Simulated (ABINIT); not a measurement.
**A GW run on TiO2 (Rutile) in ABINIT, with inputs changed**

A base run on TiO2 (Rutile), then changed inputs.

Program: ABINIT 10.8.3. Level of theory: LDA and many-body steps on it, plane waves. Results are calculated unless marked as measured.

Most raw output is cut from this account.

## 1. The starting structure

Symmetry: P4_2/mnm, No. 136, tetragonal system. The conventional cell has a = 4.592 Å, b = 4.592 Å, c = 2.957 Å, α = 90.00°, β = 90.00°, γ = 90.00°. Ti has 6 O at 1.95 to 1.98 Å nearest. Nearest to O lie 3 Ti at 1.95 to 1.98 Å. Farther neighbours and most contacts between anions are not listed.

The cell and positions come from the Crystallography Open Database and are kept as given unless a step says otherwise.

## 2. Screening, 4×4×4 mesh, 83 bands, screening to 108.8 eV

This step: ABINIT 10.8.3; RPA screening on LDA, plane waves, norm-conserving pseudopotentials.

The RPA dielectric matrix is built and inverted for each q.

The input, run.abi:

```
acell 3*1.0 Angstrom
rprim 
  4.592200000000 0.000000000000 0.000000000000
  0.000000000000 4.592200000000 0.000000000000
  0.000000000000 0.000000000000 2.957400000000
ntypat 2
znucl 22 8
natom 6
typat 1 1 2 2 2 2
xred 
  0.000000000000 0.000000000000 0.000000000000
  0.500000000000 0.500000000000 0.500000000000
  0.304960000000 0.304960000000 0.000000000000
  0.195040000000 0.804960000000 0.500000000000
  0.695040000000 0.695040000000 0.000000000000
  0.804960000000 0.195040000000 0.500000000000
pp_dirpath "pseudos"
pseudos "Ti.upf, O.upf"
ecut 38
ngkpt 4 4 4
nshiftk 1
shiftk 0 0 0
kptopt 1
chksymbreak 0
istwfk *1
occopt 1
irdwfk 1
optdriver 3
nband 83
ecuteps 4
inclvkb 2
awtr 1
symchi 1
indata_prefix "in"
outdata_prefix "out"
tmpdata_prefix "tmp"
```

Run with:

```
$ OMP_NUM_THREADS=1 mpirun -n 4 abinit run.abi > log
```

Elapsed: 2.3 min, on 4 MPI ranks of Arm Neoverse V1, shared host; peak memory 1.7 GiB; 9.4 min of CPU time.

This step gave:

```
ε∞ with local fields, on this mesh, along the program's q direction : 8.950
the same without local fields                                       : 9.322
plasma frequency                                                    : 32.58 eV
plane waves in the screening matrix                                 : 161
```

Local fields lower ε∞ by 4 %. On a Γ-centred mesh this coarse the value itself is usually too large, while a short band sum pulls it down.

## 3. Base

The self-energy is evaluated for the states that the input lists, and the levels follow from it, in one-shot runs by the linearised quasiparticle equation.

This step: G0W0 on LDA, plane waves, norm-conserving pseudopotentials.

run.abi, as its differences from that of step 2:

```diff
@@ -27,8 +27,15 @@
 irdwfk 1
-optdriver 3
+optdriver 4
 nband 83
+gwcalctyp 0
+ecutsigx 38
+symsigma 1
+nkptgw 1
+kptgw 
+  0.0000000000 0.0000000000 0.0000000000
+bdgw 
+  22 26
 ecuteps 4
-inclvkb 2
-awtr 1
-symchi 1
+irdscr 1
+ppmodel 1
 indata_prefix "in"
```

The job ended after 6 s (4 MPI ranks; peak memory 1.1 GiB; 24 s of CPU time).

Numbers from this step:

* G0W0 gap on the points computed: 3.474 eV
* starting gap on the mesh: 1.836 eV
* k of the valence top: 0, 0, 0
* k of the conduction bottom: 0, 0, 0
* Z at the valence top: 0.764
* Z at the conduction bottom: 0.781
* least direct G0W0 gap on the computed points: 3.474 eV

The gap on the mesh goes from 1.84 eV to 3.47 eV, a correction of +1.64 eV.

## 4. Broadening of the poles

run.abi, as its differences from that of step 3:

```diff
@@ -40,2 +40,3 @@
 ppmodel 1
+zcut 0.5 eV
 indata_prefix "in"
```

Elapsed: 6 s, on 4 MPI ranks; peak memory 1.1 GiB; 24 s of CPU time.

Numbers from this step:

- G0W0 gap on the points computed: 3.474 eV
- starting gap on the mesh: 1.836 eV
- k of the valence top: 0, 0, 0
- k of the conduction bottom: 0, 0, 0
- Z at the valence top: 0.764
- Z at the conduction bottom: 0.781
- least direct G0W0 gap on the computed points: 3.474 eV

Against G0W0 in ABINIT (4×4×4 mesh, 83 bands, screening to 108.8 eV, Godby-Needs plasmon pole), the gap moves by +0.000 eV.

## 5. Fewer bands in the self-energy

run.abi, as its differences from that of step 4:

```diff
@@ -28,3 +28,3 @@
 optdriver 4
-nband 83
+nband 30
 gwcalctyp 0
@@ -40,3 +40,2 @@
 ppmodel 1
-zcut 0.5 eV
 indata_prefix "in"
```

The job ended after 4.2 s (4 MPI ranks; peak memory 0.98 GiB; 16 s of CPU time).

Numbers from this step:

* G0W0 gap on the points computed: 3.872 eV
* starting gap on the mesh: 1.836 eV
* k of the valence top: 0, 0, 0
* k of the conduction bottom: 0, 0, 0
* Z at the valence top: 0.778
* Z at the conduction bottom: 0.806
* least direct G0W0 gap on the computed points: 3.872 eV

## 6. Smaller part of the screening matrix

run.abi, as its differences from that of step 5:

```diff
@@ -28,3 +28,3 @@
 optdriver 4
-nband 30
+nband 83
 gwcalctyp 0
@@ -37,3 +37,3 @@
   22 26
-ecuteps 4
+ecuteps 1
 irdscr 1
```

Run time: 3.6 s. Hardware: 4 MPI ranks; peak memory 0.96 GiB; 14 s of CPU time.

This step gave:

| Property | Result |
| --- | --- |
| G0W0 gap on the points computed | 5.100 eV |
| starting gap on the mesh | 1.836 eV |
| k of the valence top | 0, 0, 0 |
| k of the conduction bottom | 0, 0, 0 |
| Z at the valence top | 0.819 |
| Z at the conduction bottom | 0.812 |
| least direct G0W0 gap on the computed points | 5.100 eV |

## 7. No symmetry in the self-energy

run.abi, as its differences from that of step 6:

```diff
@@ -31,3 +31,3 @@
 ecutsigx 38
-symsigma 1
+symsigma 0
 nkptgw 1
@@ -37,3 +37,3 @@
   22 26
-ecuteps 1
+ecuteps 4
 irdscr 1
```

Run time: 15 s. Hardware: 4 MPI ranks; peak memory 1.2 GiB.

Numbers from this step:

```yaml
g0w0_gap_on_the_points_computed: 3.474 eV
starting_gap_on_the_mesh: 1.836 eV
k_of_the_valence_top: 0, 0, 0
k_of_the_conduction_bottom: 0, 0, 0
least_direct_g0w0_gap_on_the_computed_points: 3.474 eV
```

Against G0W0 in ABINIT (4×4×4 mesh, 83 bands, screening to 108.8 eV, Godby-Needs plasmon pole), the gap moves by +0.000 eV.

## 8. Scissors in G

run.abi, as its differences from that of step 7:

```diff
@@ -31,3 +31,3 @@
 ecutsigx 38
-symsigma 0
+symsigma 1
 nkptgw 1
@@ -40,2 +40,3 @@
 ppmodel 1
+mbpt_sciss 1.0 eV
 indata_prefix "in"
```

Run time: 6 s. Hardware: 4 MPI ranks; peak memory 1.1 GiB.

This step gave:

```yaml
g0w0_gap_on_the_points_computed: 3.631 eV
starting_gap_on_the_mesh: 1.836 eV
k_of_the_valence_top: 0, 0, 0
k_of_the_conduction_bottom: 0, 0, 0
z_at_the_valence_top: 0.766
z_at_the_conduction_bottom: 0.782
least_direct_g0w0_gap_on_the_computed_points: 3.631 eV
```

## 9. Unknown plasmon-pole model

run.abi, as its differences from that of step 8:

```diff
@@ -39,4 +39,3 @@
 irdscr 1
-ppmodel 1
-mbpt_sciss 1.0 eV
+ppmodel 7
 indata_prefix "in"
```

Wall time 2.5 s (4 MPI ranks); peak memory 0.26 GiB.

The run stopped with an error after 2.5 s.

The program's words: Wrong ppm%model: 7

The fault put into this input: unknown plasmon-pole model.

## 10. The runs together

Times are wall times on 4 MPI ranks of Arm Neoverse V1, shared host, good to a factor of about two. A run's time includes the screening step that it read.

```csv
run,mesh,bands,screening cutoff (eV),DFT gap (eV),gap on the mesh (eV),direct (eV),ε∞ used,time
base,4×4×4,83,108.8,1.836,3.474,3.474,8.95,2.4 min
broadening of the poles,4×4×4,83,108.8,1.836,3.474,3.474,8.95,2.4 min
fewer bands in the self-energy,4×4×4,30,108.8,1.836,3.872,3.872,8.95,2.4 min
smaller part of the screening matrix,4×4×4,83,27.2,1.836,5.100,5.100,8.95,2.4 min
no symmetry in the self-energy,4×4×4,83,108.8,1.836,3.474,3.474,8.95,2.6 min
scissors in G,4×4×4,83,108.8,1.836,3.631,3.631,8.95,2.4 min
```

## 11. What came out

- base: 3.474 eV
- broadening of the poles: 3.474 eV
- fewer bands in the self-energy: 3.872 eV
- smaller part of the screening matrix: 5.100 eV
- no symmetry in the self-energy: 3.474 eV
- scissors in G: 3.631 eV
- known limits: not at the basis limit; coarse k mesh

In words: Broadening of the poles: no change against base (keys changed: zcut). Fewer bands in the self-energy: +0.398 eV against base (keys changed: nband). Smaller part of the screening matrix: +1.626 eV against base (keys changed: ecuteps). No symmetry in the self-energy: no change against base (keys changed: symsigma). Scissors in G: +0.157 eV against base (keys changed: mbpt_sciss). Bands and cutoff are finite, so the gap is not at the basis limit. The miss can reach some tenths of an eV and take either sign; the mesh is an error of its own. In the G0W0 runs levels were corrected at 1 k point alone, so a gap called «on the mesh» is the least over those, and an edge elsewhere would be missed. The 4×4×4 mesh is coarse for this cell, which bears on the long-range parts of exchange and screening.

[Paths, hosts, dates, memory and timing lines, banners, echoed tables and standing remarks are left out of the program output.]

[Logs are printed without paths, hosts, clocks, repeated set-up lines and the standing remarks that a program may print on its own settings, such as how far it seeks lower states.]

[Runs of the session that timed out or met a known fault of the program may be left out.]

[Hosts, paths, dates, database ids (printed as entryN), source tags and the programs' standing remarks are cut or masked in the printed files.]

[G0W0 gaps are taken among the corrected bands and points alone; a level outside them can change the order at an edge.]

[Where Ansatz stands beside ABINIT at settings called matched, ABINIT's density can come from a denser mesh and the files from another edition; pairs whose starting gaps differed by over 0.03 eV were left out, so agreement reads better than it is.]
